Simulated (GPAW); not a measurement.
# Optical response of MgI2

Wanted: where MgI2 starts to absorb, how strongly, and its refractive index. The cell comes from an older database entry, whose edges can differ from later determinations, mostly by under a per cent.

Main program and level: GPAW 26.7.0; DFT, LDA, plane-wave PAW (GPAW data sets), scalar-relativistic, RPA, optical limit.

The database entry behind the starting cell has ideal inner coordinates that were not refined, so it need not match the best structure at ambient conditions.

### 1. The starting structure

It takes space group P-3m1 (No. 164, trigonal). The conventional cell has a = 4.140 Å, b = 4.140 Å, c = 6.880 Å, α = 90.00°, β = 90.00°, γ = 120.00°. Nearest to I lie 3 Mg at 2.94 Å. Nearest to Mg lie 6 I at 2.94 Å. Farther neighbours and most contacts between anions are not listed.

### 2. Ground state

First the ground state: is it a metal or has it a gap?

This step: DFT, LDA, plane-wave PAW (GPAW data sets), scalar-relativistic, ground state (GPAW 26.7.0).

gs.py reads:

```python
from ase import Atoms
from ase.dft.bandgap import bandgap
from gpaw import GPAW, PW, FermiDirac

atoms = Atoms(['I', 'I', 'Mg'],
              cell=[[4.140000000019, 0.000000000000, 0.000000000000],
                    [-2.070000000009, 3.585345171684, 0.000000000000],
                    [0.000000000000, 0.000000000000, 6.880000000000]],
              scaled_positions=[[0.666666666667, 0.333333333333, 0.750000000000],
                                [0.333333333333, 0.666666666667, 0.250000000000],
                                [0.000000000000, 0.000000000000, 0.000000000000]],
              pbc=[True, True, True])
atoms.calc = GPAW(mode=PW(400), xc='LDA', kpts={'size': (6, 6, 4), 'gamma': True},
                  occupations=FermiDirac(0.05), maxiter=150, txt='gs.txt')
print('energy (eV)', atoms.get_potential_energy())
print('Fermi level (eV)', atoms.calc.get_fermi_level())
print('valence electrons', atoms.calc.get_number_of_electrons())
print('gap (eV)', bandgap(atoms.calc, output=None)[0])
print('direct gap (eV)', bandgap(atoms.calc, direct=True, output=None)[0])
atoms.calc.write('gs.gpw')
```

The run is started by

```
$ OMP_NUM_THREADS=1 python gs.py
```

Numbers of over 12 decimals in the logs are rounded to 6 here.

The log of the run:

```text
__  _  _
 | _ |_)|_||  |
 |__||  | ||/\| - 26.7.0

Versions:
  Python: 3.12.14
  ASE:    3.29.0
  Numpy:  2.5.5
  Scipy:  1.18.1
  Libxc:  7.0.0

Input parameters:
  mode=PW(ecut=400.0),
  kpts=MonkhorstPack(size=(6, 6, 4), gamma=True),
  maxiter=150,
  occupations=Occupations(name='fermi-dirac', width=0.05, fixmagmom=False),
  xc=XC(name='LDA')

Diagonalizing LCAO Hamiltonian
Converting LCAO to pw mode

             I

         I

       Mg

Atoms  # Å, Bohr magnetons
|   | symbol |         x |        y |        z |    initial magnetic moments |
| 0 |      I |  2.070000 | 1.195115 | 5.160000 | ( 0.0000,  0.0000,  0.0000) |
| 1 |      I | -0.000000 | 2.390230 | 1.720000 | ( 0.0000,  0.0000,  0.0000) |
| 2 |     Mg |  0.000000 | 0.000000 | 0.000000 | ( 0.0000,  0.0000,  0.0000) |

Unit cell  # Å
| periodic |         x |        y |        z |  lengths |     angles |
|      yes |  4.140000 | 0.000000 | 0.000000 | 4.140000 |  90.000000 |
|      yes | -2.070000 | 3.585345 | 0.000000 | 4.140000 |  90.000000 |
|      yes |  0.000000 | 0.000000 | 6.880000 | 6.880000 | 120.000000 |

Number of symmetries: 12
Symmetry operations  # r_c * U_cc + t_c -> r_c
|    | kind |            matrix            |
|  0 |  σ   |  1, 1, 0,  0,-1, 0,  0, 0, 1 |
|  1 |  S6  |  1, 1, 0, -1, 0, 0,  0, 0,-1 |
|  2 |  E   |  1, 0, 0,  0, 1, 0,  0, 0, 1 |
|  3 |  C2  |  1, 0, 0, -1,-1, 0,  0, 0,-1 |
|  4 |  C2  |  0, 1, 0,  1, 0, 0,  0, 0,-1 |
|  5 |  C3  |  0, 1, 0, -1,-1, 0,  0, 0, 1 |
|  6 |  S6  |  0,-1, 0,  1, 1, 0,  0, 0,-1 |
|  7 |  σ   |  0,-1, 0, -1, 0, 0,  0, 0, 1 |
|  8 |  σ   | -1, 0, 0,  1, 1, 0,  0, 0, 1 |
|  9 |  i   | -1, 0, 0,  0,-1, 0,  0, 0,-1 |
| 10 |  C3  | -1,-1, 0,  1, 0, 0,  0, 0, 1 |
| 11 |  C2  | -1,-1, 0,  0, 1, 0,  0, 0,-1 |

BZ-sampling:
  Number of BZ points: 144
  Number of IBZ points: 24

  Monkhorst-Pack size: [6, 6, 4]
  Monkhorst-Pack shift: [0.083333, 0.083333, 0.125]

K-points  # in reciprocal-cell coordinates
|     |                                coordinates |     weight |
|   0 | (  0.00000000,   0.00000000,   0.00000000) | 0.00694444 |
|   1 | (  0.00000000,   0.00000000,   0.25000000) | 0.01388889 |
|   2 | (  0.00000000,   0.00000000,   0.50000000) | 0.00694444 |
|   3 | (  0.16666667,   0.00000000,  -0.25000000) | 0.04166667 |
|   4 | (  0.16666667,   0.00000000,   0.00000000) | 0.04166667 |
|   5 | (  0.16666667,   0.00000000,   0.25000000) | 0.04166667 |
|   6 | (  0.16666667,   0.00000000,   0.50000000) | 0.04166667 |
|   7 | (  0.33333333,  -0.16666667,   0.00000000) | 0.04166667 |
|   8 | (  0.33333333,  -0.16666667,   0.25000000) | 0.08333333 |
|   9 | (  0.33333333,  -0.16666667,   0.50000000) | 0.04166667 |
| ... |                                            |            |
|  23 | (  0.50000000,   0.50000000,   0.50000000) | 0.02083333 |

Plane wave coefficients: 1866
Cutoff: 400.0 eV

Spin-components: 1 (collinear spins)
Bands:           16
Projectors:      15
Spin-degeneracy: 2
Datatype:        complex128

Parallelization:
  kpt:    1
  domain: 1
  band:   1

Density:
  Valence electrons: 24.0
  Components: 1
  Grid points: [20 20 32]
  Charge: 0.0  # |e|

Potential:
  Grid points: [20 20 32]

species:
  I:
    name:    Iodine
    id:
    Z:       53.0
    valence: 7
    core:    46
    charge:  0.0  # [|e|]
    compensation charges:
      type: gauss
      rc: 0.37  # [Å]
      lmax: 2
    cutoffs:
      filter: 2.06  # [Å]
      core: 2.90  # [Å]
    projectors
    | kind |    occ | energy [eV] | rcut [Å] |
    |   5s |  2.000 |     -17.626 |    1.164 |
    |   5p |  5.000 |      -7.241 |    1.164 |
    |    s |        |       9.585 |    1.164 |
    |    p |        |      19.970 |    1.164 |
    |    d |        |       0.000 |    1.164 |

    Using partial waves for I as LCAO basis

  Mg:
    name:    Magnesium
    id:
    Z:       12.0
    valence: 10
    core:    2
    charge:  0.0  # [|e|]
    compensation charges:
      type: gauss
      rc: 0.33  # [Å]
      lmax: 2
    cutoffs:
      filter: 1.86  # [Å]
      core: 0.54  # [Å]
    projectors
    | kind |    occ | energy [eV] | rcut [Å] |
    |   2s |  2.000 |     -79.291 |    1.090 |
    |   3s |  2.000 |      -4.782 |    1.090 |
    |   2p |  6.000 |     -46.725 |    1.085 |
    |   3p |  0.000 |      -1.374 |    1.085 |
    |    d |        |       0.000 |    1.037 |

    Using partial waves for Mg as LCAO basis

Reference energy: -392194.200474  # eV

eigensolver:
  PPCG
  Converge bands: occupied
  niter=2

density mixing:
  MSR1-Mixer
  Pratt-step length: 0.05
  Maximum mixing coefficient: 0.75
  Old densities: 10
  SVD Regularization: 0.005
  Good broyden scale: 1.0
  Trust region scale: 1.0
  Backstep threshold: 4.0
  History deletion threshold: 6.0
  Fourier metric: weight=20.0, sigma=0.015

occupation numbers:
  Fermi-Dirac:
    width: 0.0500  # eV

poisson solver:
  ecut: 3200.0  # eV

xc functional:
  name: None

convergence criteria:
- Maximum [total energy] change in last 3 cyles: 0.0005 eV / valence electron
- Maximum integral of absolute [dens]ity change: 0.0001 electrons / valence electron
- Maximum integral of absolute [eigenst]ate change: 4e-08 eV^2 / valence electron
maximum number of iterations: 150

SCF iterations
|iter     |      energy | eigst |  dens |
|iter:   1||   -9.191122 | -0.49 |       |
|iter:   2||   -9.163661 | -2.29 | -1.38 |
|iter:   3||   -9.043411 | -2.05 | -1.41 |
|iter:   4||   -9.039620 | -2.68 | -1.99 |
|iter:   5||   -9.037914c| -3.56 | -2.41 |
|iter:   6||   -9.037961c| -5.08 | -2.81 |
|iter:   7||   -9.037963c| -6.25 | -3.55 |
|iter:   8||   -9.037963c| -7.28 | -4.15c|
|iter:   9||   -9.037963c| -7.85c| -4.94c|

Converged in 9 steps
SCF loop duration: 6.203 s (0.689 s/step)
Energy contributions relative to reference atoms: (reference = -392194.200474)

Energy contributions:
  Kinetic:           8.770139
  Coulomb:          -7.997299
  Zero:             -0.087679
  External:          0.000000
  Xc:               -9.723123
  Entropy:          -0.000000
  Spinorbit:         0.000000
  ----------------------------
  Free energy:      -9.037963
  Extrapolated:     -9.037963

dipole moment: (-2.993794, -5.185402, -9.950386)  # |e|*Ang

Fermi level: 4.072
Eigenvalues  # (at kpt = [0.000, 0.000, 0.000])
| band index |      eig [eV] | occ [0-2] |
|          0 |       -72.456 |     2.000 |
|        ... |               |           |
|          4 |        -9.884 |     2.000 |
|          5 |        -9.209 |     2.000 |
|          6 |        -1.417 |     2.000 |
|          7 |         1.854 |     2.000 |
|          8 |         1.854 |     2.000 |
|          9 |         2.201 |     2.000 |
|         10 |         2.219 |     2.000 |
|         11 |         2.219 |     2.000 |
|         12 |         5.600 |     0.000 |
|         13 |         6.925 |     0.000 |
|         14 |         8.981 |     0.000 |
|         15 |         8.981 |     0.000 |

Gap: 3.345 eV
Transition (v -> c):
  (s=0, k=0, n=11, [0.00, 0.00, 0.00]) -> (s=0, k=23, n=12, [0.50, 0.50, 0.50])
Direct/indirect transitions are different
Direct gap: 3.381 eV
Transition at: (s=0, k=0, n=11, [0.00, 0.00, 0.00])

--- standard output ---
energy (eV) -9.037963
Fermi level (eV) 4.071701
valence electrons 24.0
gap (eV) 3.345072
direct gap (eV) 3.380903
```

It took 7.6 s on 1 thread of Arm Neoverse V2, shared host; peak memory 0.15 GiB.

Read-outs, printed or worked out from the files:

| Quantity | Value |
| --- | --- |
| energy | -9.038 eV |
| Fermi energy | 4.072 eV |
| gap on the k-mesh | 3.345 eV |
| direct gap on the mesh | 3.381 eV |
| electrons | 24 |

There is a gap, 3.35 eV on this mesh (points off the mesh can give less), so no carriers' term is needed.

### 3. Bands for the response

The response needs many more empty bands than the density does.

This step: DFT, LDA, plane-wave PAW (GPAW data sets), scalar-relativistic, bands at fixed density (GPAW 26.7.0).

nscf.py reads:

```python
from ase.dft.bandgap import bandgap
from gpaw import GPAW, FermiDirac

calc = GPAW('gs.gpw').fixed_density(kpts={'size': (12, 12, 6), 'gamma': True}, nbands=66, convergence={'bands': 60},
                                    occupations=FermiDirac(0.001), txt='nscf.txt')
print('gap (eV)', bandgap(calc, output=None)[0])
print('direct gap (eV)', bandgap(calc, direct=True, output=None)[0])
print('top band over the Fermi level (eV)', min(calc.get_eigenvalues(kpt=k)[59] for k in range(len(calc.get_ibz_k_points()))) - calc.get_fermi_level())
calc.write('full.gpw', mode='all')
```

The run is started by

```
$ OMP_NUM_THREADS=1 python nscf.py
```

The log of the run:

```text
Diagonalizing LCAO Hamiltonian
Converting LCAO to pw mode
convergence criteria:
- Maximum integral of absolute [eigenst]ate change: 4e-08 eV^2 / valence electron
maximum number of iterations: 150

SCF iterations
|iter     |      energy | eigst |  dens |
|iter:   1||             | +3.67 |       |
|iter:   2||             | +2.45 |       |
|iter:   3||             | +1.35 |       |
|iter:   4||             | +0.10 |       |
|iter:   5||             | -0.80 |       |
|iter:   6||             | -1.62 |       |
|iter:   7||             | -2.26 |       |
|iter:   8||             | -2.98 |       |
|iter:   9||             | -3.62 |       |
|iter:  10||             | -4.33 |       |
|iter:  11||             | -4.97 |       |
|iter:  12||             | -5.54 |       |
|iter:  13||             | -5.95 |       |
|iter:  14||             | -6.34 |       |
|iter:  15||             | -6.69 |       |
|iter:  16||             | -7.01 |       |
|iter:  17||             | -7.32 |       |
|iter:  18||             | -7.58c|       |
SCF steps: 18
  __  _  _
 | _ |_)|_||  |
 |__||  | ||/\| - 26.7.0

Versions:
  Python: 3.12.14
  ASE:    3.29.0
  Numpy:  2.5.5
  Scipy:  1.18.1
  Libxc:  7.0.0

Input parameters:
  mode=PW(ecut=400.0),
  convergence={'bands': 60},
  gpts=array([20, 20, 32]),
  kpts=MonkhorstPack(size=(12, 12, 6), gamma=True),
  maxiter=150,
  nbands=66,
  occupations=Occupations(name='fermi-dirac', width=0.001, fixmagmom=False),
  parallel={},
  xc=XC(name='LDA')

--- standard output ---
gap (eV) 3.318677
direct gap (eV) 3.380903
top band over the Fermi level (eV) 28.348620
```

The job ended after 3.9 min (1 thread; peak memory 0.38 GiB).

Read-outs, printed or worked out from the files:

| Quantity | Value |
| --- | --- |
| gap on the k-mesh | 3.319 eV |

### 4. Dielectric function, RPA

Local fields let the induced charge screen the field inside the cell, which as a rule lowers ε, most along directions where the density is uneven.

This step: DFT, LDA, plane-wave PAW (GPAW data sets), scalar-relativistic, RPA, optical limit (GPAW 26.7.0).

df.py reads:

```python
from gpaw.response.df import DielectricFunction

df = DielectricFunction('full.gpw', frequencies={'type': 'nonlinear', 'domega0': 0.03, 'omega2': 8},
                        ecut=30,
                        eta=0.1,
                        nbands=60,
                        txt='df.txt')
for direction in ['x', 'z']:
    df.get_dielectric_function(xc='RPA', direction=direction, filename=f'df_{direction}.csv')
```

The run is started by

```
$ OMP_NUM_THREADS=1 python df.py
```

The log of the run:

```text
Using integrator: PointIntegrator
NonLinearFrequencyDescriptor(from 0.000 to 109.149 eV, 548 points)
Nonperiodic BCs:  [False False False]
Using integrator: PointIntegrator
NonLinearFrequencyDescriptor(from 0.000 to 109.149 eV, 548 points)
Nonperiodic BCs:  [False False False]

Calculating chi0 body with:
    Ground state adapter containing:
    Number of spins: 1
    Number of kpoints: 864
    Number of irreducible kpoints: 100
    Number of completely occupied states: 12
    Number of partially occupied states: 12

    Linear response parametrization:
    q_c: [0.0, 0.0, 0.0]
    Number of frequency points: 548
    Planewave cutoff: 30.0
    Number of bands: 60
    Number of planewaves: 37
    Broadening (eta): 0.1

Integrating chi0 body.

Symmetries of q_c:
    Direct symmetries (Uq -> q): 12
    Indirect symmetries (TUq -> q): 0
In total 12 allowed symmetries.

100 groups of equivalent kpoints. 88.425926% reduction.

Integral kind: spectral function

Calculating chi0 optical extensions with:
    Ground state adapter containing:
    Number of spins: 1
    Number of kpoints: 864
    Number of irreducible kpoints: 100
    Number of completely occupied states: 12
    Number of partially occupied states: 12

    Linear response parametrization:
    Number of frequency points: 548
    Planewave cutoff: 30.0
    Number of bands: 60
    Number of planewaves: 37
    Broadening (eta): 0.1
Integrating chi0 head and wings.

Symmetries of q_c:
    Direct symmetries (Uq -> q): 12
    Indirect symmetries (TUq -> q): 0
In total 12 allowed symmetries.

100 groups of equivalent kpoints. 88.425926% reduction.

Integral kind: spectral function wings
```

It took 22 s on 1 thread; peak memory 0.25 GiB.

Read-outs, printed or worked out from the files:

* electronic dielectric constant ε∞, mean over x, y and z (by symmetry where fewer were run): 4.240
* main peak of Im epsilon, first axis: 5.969 eV

Some rows of df_x.csv (energy; Re and Im without local fields; Re and Im with them):

```text
0.000000, 5.150297, 0.000000, 4.380515, 0.000000
0.555532, 5.185427, 0.012802, 4.408281, 0.010121
1.143969, 5.304686, 0.028334, 4.502625, 0.022432
1.768324, 5.545973, 0.050541, 4.693966, 0.040157
2.431988, 5.997711, 0.090387, 5.054462, 0.072530
3.138794, 6.951178, 0.218349, 5.833594, 0.184685
3.893091, 8.859589, 1.337712, 7.295366, 1.216321
4.699832, 9.772768, 6.652101, 7.735217, 4.892081
5.564682, 4.755835, 8.320396, 3.788841, 6.847721
6.494155, 2.863535, 8.662151, 2.098149, 5.865207
7.495775, -0.793159, 7.261902, 0.589045, 4.761829
8.578281, -2.794316, 3.523378, -1.509227, 3.504211
9.751884, -1.687538, 2.615184, -0.607730, 2.459073
11.028587, -1.194959, 1.430340, -0.575574, 1.620962
12.422601, -0.712693, 0.849555, -0.435186, 1.018039
13.950874, -0.257596, 0.575805, -0.074545, 0.603962
15.633783, -0.061109, 0.511271, 0.217119, 0.548277
17.496047, 0.216498, 0.388607, 0.399568, 0.363949
19.567954, 0.291626, 0.232388, 0.440648, 0.331738
```

The Im ε has structure finer than the step of the table below, so its rows give means over 0.5 eV, whole bins alone (the curve runs from 0 to 19.9 eV). Peaks (eV: height): E ∥ x 5.97: 7.25, 7.85: 5.83; E ∥ z 4.52: 3.58, 6.18: 6.65, 8.21: 5.57.

Values under the direct gap are tails of Lorentzian lines. The Im ε by photon energy; means over each step:

```csv
photon energy (eV),E ∥ x,E ∥ z
0.5,0.00911,0.00703
1.0,0.0193,0.0148
1.5,0.0319,0.0244
2.0,0.0495,0.0377
2.5,0.0787,0.0595
3.0,0.153,0.113
3.5,0.571,0.417
4.0,1.57,1.46
4.5,3.75,3.09
5.0,6.07,2.39
5.5,6.71,3.17
6.0,6.52,6.07
6.5,5.59,5.54
7.0,5.77,4.76
7.5,5.04,4.54
8.0,5.33,4.85
8.5,3.72,4.91
9.0,2.63,4.69
9.5,2.32,3.44
10.0,2.16,3.30
10.5,1.85,2.34
11.0,1.58,1.84
11.5,1.42,1.49
12.0,1.23,1.07
12.5,0.958,0.915
13.0,0.880,0.853
13.5,0.714,0.853
14.0,0.604,0.732
14.5,0.548,0.654
15.0,0.530,0.548
15.5,0.552,0.541
16.0,0.523,0.464
16.5,0.487,0.454
17.0,0.407,0.411
17.5,0.380,0.394
18.0,0.417,0.370
18.5,0.410,0.340
19.0,0.349,0.356
19.5,0.323,0.342
```

Table of Re ε by photon energy:

```csv
photon energy (eV),E ∥ x,E ∥ z
0,4.38,3.96
1,4.47,4.03
2,4.80,4.28
3,5.62,4.90
4,7.41,6.66
5,6.42,4.44
6,2.28,5.07
7,1.37,2.31
8,-0.715,1.89
9,-1.28,-0.468
10,-0.825,-1.38
11,-0.552,-0.952
12,-0.514,-0.776
13,-0.249,-0.247
14,-0.0543,-0.0956
15,0.177,0.0448
16,0.220,0.178
17,0.292,0.291
18,0.418,0.387
19,0.416,0.444
```

The Im ε, E ∥ x has structure finer than the step of the table below, so its rows give means over 1 eV, whole bins alone (the curve runs from 0 to 19.9 eV). Peaks (eV: height): without local fields 6.0: 9.36, 7.0: 9.30; with local fields 6.0: 7.25, 7.8: 5.83.

Values under the direct gap are tails of Lorentzian lines. Im ε, E ∥ x against photon energy; means over each step:

```csv
photon energy (eV),without local fields,with local fields
1,0.0247,0.0196
2,0.0638,0.0509
3,0.226,0.196
4,2.01,1.73
5,7.52,5.84
6,8.29,6.32
7,8.42,5.54
8,5.99,4.96
9,2.85,2.73
10,2.22,2.15
11,1.44,1.60
12,1.01,1.21
13,0.760,0.855
14,0.587,0.610
15,0.567,0.534
16,0.468,0.524
17,0.369,0.414
18,0.370,0.416
19,0.248,0.352
```

The refractive index n and extinction k by photon energy:

```csv
photon energy (eV),"n, E ∥ x","k, E ∥ x","n, E ∥ z","k, E ∥ z"
0,2.09,0,1.99,0
1,2.11,0.00453,2.01,0.00367
2,2.19,0.0112,2.07,0.00904
3,2.37,0.0298,2.21,0.0239
4,2.74,0.320,2.59,0.248
5,2.78,1.13,2.18,0.556
6,2.21,1.62,2.57,1.23
7,1.93,1.53,1.94,1.21
8,1.53,1.75,1.86,1.25
9,0.895,1.44,1.49,1.64
10,0.853,1.25,1.09,1.60
11,0.764,1.07,0.751,1.23
12,0.657,0.972,0.517,1.02
13,0.588,0.771,0.560,0.749
14,0.519,0.568,0.558,0.638
15,0.607,0.437,0.541,0.498
16,0.626,0.414,0.575,0.392
17,0.627,0.317,0.629,0.323
18,0.709,0.291,0.680,0.273
19,0.693,0.253,0.713,0.253
```

The reflectivity at normal incidence has structure finer than the step of the table below, so its rows give means over 1 eV, whole bins alone (the curve runs from 0 to 19.9 eV). Peaks (eV: height): E ∥ x 6.0: 31.8, 7.2: 31.6, 8.3: 38.8, 10.0: 31.7; E ∥ z 4.5: 21.7, 6.2: 29.0, 9.2: 35.0, 10.2: 39.7, 13.6: 25.3.

Table of reflectivity at normal incidence by photon energy; means over each step:

```csv
photon energy (eV),E ∥ x (%),E ∥ z (%)
1,12.8,11.3
2,14.0,12.2
3,16.7,14.4
4,22.3,19.3
5,28.0,18.4
6,28.7,26.6
7,29.0,23.9
8,34.2,25.5
9,34.6,31.8
10,29.4,34.3
11,28.6,36.2
12,28.9,35.6
13,25.9,24.9
14,21.1,22.1
15,12.8,17.6
16,10.6,12.9
17,8.69,9.22
18,5.83,6.77
19,5.65,4.91
```

At chosen wavelengths:

```csv
wavelength (nm),n x,k x,R (%) x,1/α x,n z,k z,R (%) z,1/α z
1064,2.12,0.005,12.9,16 µm,2.01,0.004,11.3,19 µm
633,2.19,0.011,13.9,4.6 µm,2.07,0.009,12.1,5.8 µm
532,2.23,0.015,14.5,2.9 µm,2.10,0.012,12.6,3.6 µm
450,2.31,0.022,15.7,1.6 µm,2.16,0.018,13.5,2.0 µm
365,2.50,0.087,18.4,334 nm,2.32,0.069,15.9,421 nm
308,2.74,0.338,22.2,73 nm,2.61,0.284,20.4,86 nm
193,2.03,1.376,26.7,11 nm,2.08,1.331,26.1,12 nm
```

Below the direct gap, k and the depth come from the tails of the Lorentzian lines, not from transitions.

Rows near the edge hang on the gap, which this functional as a rule makes too small, and phonon-assisted absorption is left out.

At 1064 nm the birefringence n(z) − n(x) is -0.109: the crystal is uniaxial negative at this level.

### 5. Outcome

```json
{"electronic dielectric constant ε∞, mean over x, y and z (by symmetry where fewer were run) (RPA)": "4.24", "main peak of Im epsilon, first axis": "5.97 eV"}
```

**Reading.** At this level (LDA, RPA) MgI2 has a mean ε∞ = 4.24 and n = 2.11 at 1550 nm (E ∥ x), and Im ε peaks at 6.0 eV (E ∥ x). On the mesh the gap is 3.32 eV and the least direct gap 3.38 eV, so on this mesh the band edges lie at different points. Local fields change the static value along x from 5.15 to 4.38 (-15 %). Distinct maxima of Im ε, read by a parabola through the highest points, lie at 5.47 eV (7.1), 5.97 eV (7.3), 6.52 eV (5.9) and 7.09 eV (6.0) for E ∥ x. The static values by axis are 4.38 (x), 3.96 (z). At 1064 nm the birefringence n(z) − n(x) is -0.109: the crystal is uniaxial negative at this level. Excitons and phonon-assisted transitions are missing; LDA gaps are as a rule too small, which pulls the onset down and ε∞ up. Spin-orbit coupling is left out although heavy atoms are present. The sum runs over mesh points, so small or evenly spaced maxima can still be ripples of the mesh.

[Machine, clock and banner lines and Python warnings are left out of the logs.]

[Logs are printed without paths, hosts, clocks, repeated set-up lines and the standing remarks that a program may print on its own settings, such as how far it seeks lower states.]

[Hosts, paths, dates, database ids (printed as entryN), source tags and the programs' standing remarks are cut or masked in the printed files.]
